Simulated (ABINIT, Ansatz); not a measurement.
# ScHO2 (P6_3/mmc): G0W0 with ABINIT, start to end, part 3 of 3

Aim: the G0W0 gap of ScHO2 (P6_3/mmc) on PBEsol, step by step.

ABINIT 10.8.3; PBEsol and many-body steps on it, plane waves. Known limits of the many-body steps: not at the basis limit; coarse k mesh.

So far. Step 4 (Empty states on the mesh, 3×3×1 mesh, 171 bands): On this mesh the gap is 4.026 eV. The earlier step found 3.692 eV, so this mesh misses an edge. Step 5 (Screening, 3×3×1 mesh, 157 bands, screening to 176.9 eV): Local fields lower ε∞ by 8 %. On a Γ-centred mesh this coarse the value itself is usually too large, while a short band sum pulls it down.

## (6) Self-energy, 3×3×1 mesh, 157 bands, screening to 176.9 eV

The self-energy is evaluated for the states that the input lists, and the levels follow from it, in one-shot runs by the linearised quasiparticle equation.

This step: G0W0 on PBEsol, plane waves, norm-conserving pseudopotentials.

run.abi reads:

```
acell 3*1.0 Angstrom
rprim 
  3.233532062406 -0.000000000001 0.000000000000
  -1.616766031202 2.800320909996 0.000000000000
  0.000000000000 0.000000000000 9.062126000000
ntypat 3
znucl 21 1 8
natom 8
typat 1 1 2 2 3 3 3 3
xred 
  0.000000000000 0.000000000000 0.500000000000
  0.000000000000 0.000000000000 0.000000000000
  0.666666666667 0.333333333333 0.750000000000
  0.333333333333 0.666666666667 0.250000000000
  0.666666666667 0.333333333333 0.615588000000
  0.666666666667 0.333333333333 0.884412000000
  0.333333333333 0.666666666667 0.115588000000
  0.333333333333 0.666666666667 0.384412000000
pp_dirpath "pseudos"
pseudos "Sc.upf, H.upf, O.upf"
ecut 36
ngkpt 3 3 1
nshiftk 1
shiftk 0 0 0
kptopt 1
chksymbreak 0
istwfk *1
occopt 1
irdwfk 1
optdriver 4
nband 157
gwcalctyp 0
ecutsigx 36
symsigma 1
nkptgw 2
kptgw 
  0.0000000000 0.0000000000 0.0000000000
  0.3333333333 0.0000000000 0.0000000000
bdgw 
  23 27
  23 26
ecuteps 6.5
irdscr 1
ppmodel 1
indata_prefix "in"
outdata_prefix "out"
tmpdata_prefix "tmp"
```

Launch:

```
$ OMP_NUM_THREADS=1 mpirun -n 4 abinit run.abi > log
```

Numbers of over 12 decimals in the logs are rounded to 6 here.

The log of the run:

```text
.Version 10.8.3 of ABINIT. v10.8.2 released Aug 2026.

 Symmetries : space group P6_3/m m c (#194); Bravais hP (primitive hexag.)
[... echo of the input left out ...]
== DATASET  1 ==================================================================
-   mpi_nproc: 4, omp_nthreads: 1 (-1 if OMP is not activated)

--- !DatasetInfo
iteration_state: {dtset: 1, }
dimensions: {natom: 8, nkpt: 3, mband: 157, nsppol: 1, nspinor: 1, nspden: 1, mpw: 5730, }
cutoff_energies: {ecut:  36.0, pawecutdg:  -1.0, }
electrons: {nelect:   4.80000000E+01, charge:   0.00000000E+00, occopt:   1.00000000E+00, tsmear:   1.00000000E-02, }

 SIGMA: Calculation of the GW corrections

 Based on a program developped by R.W. Godby, V. Olevano, G. Onida, and L. Reining.
 Incorporated in ABINIT by V. Olevano, G.-M. Rignanese, and M. Torrent.
.Using double precision arithmetic ; gwpc =  8

[... cell and pseudopotentials left out ...]
--------------------------------------------------------------------------------

 ==== K-mesh for the wavefunctions ====
 Number of points in the irreducible wedge :     3
[... list of points left out ...]
 Together with 24 symmetry operations and time-reversal symmetry
 yields     9 points in the full Brillouin Zone.

 ==== Q-mesh for screening function ====
 Number of points in the irreducible wedge :     3
[... list of points left out ...]
 Together with 24 symmetry operations and time-reversal symmetry
 yields     9 points in the full Brillouin Zone.

 vcoul_init : cutoff-mode = AUXILIARY_FUNCTION
 q-points for optical limit:   1
     1)      0.000010    0.000020    0.000030
 setmesh: FFT mesh size selected  =    30x   30x   96
          total number of points  =        86400

 Number of electrons calculated from density =   48.0000; Expected =   48.0000
 average of density, n =  0.086682
 r_s =    1.4017
 omega_plasma =   28.4001 [eV]

 === KS Band Gaps ===
  >>>> For spin  1
   Minimum direct gap =   4.0817 [eV], located at k-point      :   0.3333  0.0000  0.0000
   Fundamental gap    =   4.0254 [eV], Top of valence bands at :   0.0000  0.0000  0.0000
                                       Bottom of conduction at :   0.3333  0.0000  0.0000
 SIGMA fundamental parameters:
 PLASMON POLE MODEL  1
 number of plane-waves for SigmaX                 5717
 number of plane-waves for SigmaC and W            451
 number of plane-waves for wavefunctions          5717
 number of bands                                   157
 number of independent spin polarizations            1
 number of spinorial components                      1
 number of k-points in IBZ                           3
 number of q-points in IBZ                           3
 number of symmetry operations                      24
 number of k-points in BZ                            9
 number of q-points in BZ                            9
 number of frequencies for dSigma/dE                 9
 frequency step for dSigma/dE [eV]                0.25
 number of omega for Sigma on real axis              0
 max omega for Sigma on real axis  [eV]           0.00
 zcut for avoiding poles [eV]                     0.10

 EPSILON^-1 parameters (SCR file):
 dimension of the eps^-1 matrix on file            451
 dimension of the eps^-1 matrix used               451
 number of plane-waves for wavefunctions          5717
 number of bands                                   157
 number of q-points in IBZ                           3
 number of frequencies                               2
 number of real frequencies                          1
 number of imag frequencies                          1

 matrix elements of self-energy operator (all in [eV])

 Perturbative Calculation

--- !SelfEnergy_ee
iteration_state: {dtset: 1, }
kpoint     : [   0.000,    0.000,    0.000, ]
spin       : 1
KS_gap     :    4.673
QP_gap     :    7.139
Delta_QP_KS:    2.466
data: !SigmaeeData |
     Band     E0 <VxcDFT>   SigX SigC(E0)      Z dSigC/dE  Sig(E)    E-E0       E
       23   3.065 -19.959 -25.481   4.733   0.783  -0.278 -20.576  -0.618   2.447
       24   3.065 -19.959 -25.481   4.733   0.783  -0.278 -20.576  -0.618   2.447
       25   7.738 -15.155  -7.946  -4.941   0.815  -0.227 -13.307   1.848   9.586
       26   7.937 -17.697  -9.444  -5.349   0.805  -0.242 -15.358   2.339  10.276
       27   7.937 -17.697  -9.444  -5.349   0.805  -0.242 -15.358   2.339  10.276

--- !SelfEnergy_ee
iteration_state: {dtset: 1, }
kpoint     : [   0.333,    0.000,    0.000, ]
spin       : 1
KS_gap     :    4.082
QP_gap     :    6.605
Delta_QP_KS:    2.523
data: !SigmaeeData |
     Band     E0 <VxcDFT>   SigX SigC(E0)      Z dSigC/dE  Sig(E)    E-E0       E
       23   2.466 -19.323 -24.863   4.649   0.783  -0.277 -20.021  -0.698   1.769
       24   3.009 -20.095 -25.293   4.497   0.786  -0.272 -20.646  -0.550   2.458
       25   7.090 -15.846  -8.551  -4.878   0.816  -0.225 -13.873   1.972   9.063
       26   7.838 -17.582 -10.046  -4.851   0.806  -0.241 -15.419   2.164  10.002

== END DATASET(S) ==============================================================
================================================================================

 -outvars: echo values of variables after computation  --------
           etotal      0.0000000000E+00
            nband         157
             nkpt           3
          spgroup         194
 [... the other variables as echoed above ...]

 Calculation completed.
```

Wall time 20 s (4 MPI ranks of Arm Neoverse V1, shared host); peak memory 0.88 GiB.

Numbers from this step:

| Quantity | Value |
| --- | --- |
| G0W0 gap on the points computed | 6.605 eV |
| starting gap on the mesh | 4.026 eV |
| k of the valence top | 0.3333, 0, 0 |
| k of the conduction bottom | 0.3333, 0, 0 |
| Z at the valence top | 0.786 |
| Z at the conduction bottom | 0.816 |
| least direct G0W0 gap on the computed points | 6.605 eV |

The gap on the mesh goes from 4.03 eV to 6.61 eV, a correction of +2.58 eV. The start differs from the 3.69 eV found before because the two sample other k points.

Limits: finite bands, cutoff and mesh; coarse k mesh. v1 is the top filled band, c1 the lowest empty one. The levels before and after the correction (eV, zero at the valence-band top of each column):

|  | conduction bottom | valence top |
| --- | --- | --- |
| Kohn-Sham | 4.03 | 0.00 |
| G0W0 | 6.61 | 0.00 |

|  | level | energy (eV) |
| --- | --- | --- |
| Kohn-Sham | (0.333 0 0) v2 | -0.599 |
| Kohn-Sham | (0.333 0 0) v1 | -0.056 |
| Kohn-Sham | (0.333 0 0) c1 | 4.026 |
| Kohn-Sham | (0.333 0 0) c2 | 4.773 |
| G0W0 | (0.333 0 0) v2 | -0.689 |
| G0W0 | (0.333 0 0) v1 | 0.000 |
| G0W0 | (0.333 0 0) c1 | 6.605 |
| G0W0 | (0.333 0 0) c2 | 7.544 |

## (7) Where the time went

Times are wall times on 4 MPI ranks of Arm Neoverse V1, shared host, good to a factor of about two.

| step | time | share | memory (GiB) |
| --- | --- | --- | --- |
| ground state | 41 s | 19 % | 0.38 |
| bands along the symmetry lines | 68 s | 31 % | 0.39 |
| empty states on the mesh | 56 s | 25 % | 0.36 |
| screening | 35 s | 16 % | 0.99 |
| self-energy | 20 s | 9 % | 0.88 |

## (8) What came out

- PBEsol gap: 3.69 eV, indirect
- G0W0 gap on the mesh: 6.61 eV
- G0W0 gap over the zone (rigid shift): 6.27 eV
- GW settings: 3×3×1 mesh, 157 bands, screening to 176.9 eV, Godby-Needs plasmon pole
- known limits: not at the basis limit; coarse k mesh

What this shows: G0W0 moves the gap on the mesh from 4.03 eV to 6.61 eV (+2.58 eV), with Z of 0.79 and 0.82 at the edges. The mesh misses the band edges by 0.33 eV in all; a rigid shift gives 6.27 eV for the zone. Local fields lower the RPA ε∞ on this mesh from 4.45 to 4.11; a Γ-centred mesh this coarse tends to raise both, most where the direct gap is narrow, while a short band sum lowers them. Only 2 of the mesh's irreducible points were corrected, so a valley elsewhere could overtake. Bands and cutoff are finite, so the gap is not at the basis limit. The miss can reach some tenths of an eV and take either sign; the mesh is an error of its own. In the G0W0 run levels were corrected at 2 k points alone, so a gap called «on the mesh» is the least over those, and an edge elsewhere would be missed. A denser mesh or path gives a starting gap of 3.69 eV: the GW mesh misses a band edge, so its gaps are not the fundamental one. The 3×3×1 mesh is coarse for this cell, which bears on the long-range parts of exchange and screening.

[Paths, hosts, dates, memory and timing lines, banners, echoed tables and standing remarks are left out of the program output.]

[Logs are printed without paths, hosts, clocks, repeated set-up lines and the standing remarks that a program may print on its own settings, such as how far it seeks lower states.]

[Runs of the session that timed out or met a known fault of the program may be left out.]

[Hosts, paths, dates, database ids (printed as entryN), source tags and the programs' standing remarks are cut or masked in the printed files.]

[G0W0 gaps are taken among the corrected bands and points alone; a level outside them can change the order at an edge.]

[Where Ansatz stands beside ABINIT at settings called matched, ABINIT's density can come from a denser mesh and the files from another edition; pairs whose starting gaps differed by over 0.03 eV were left out, so agreement reads better than it is.]
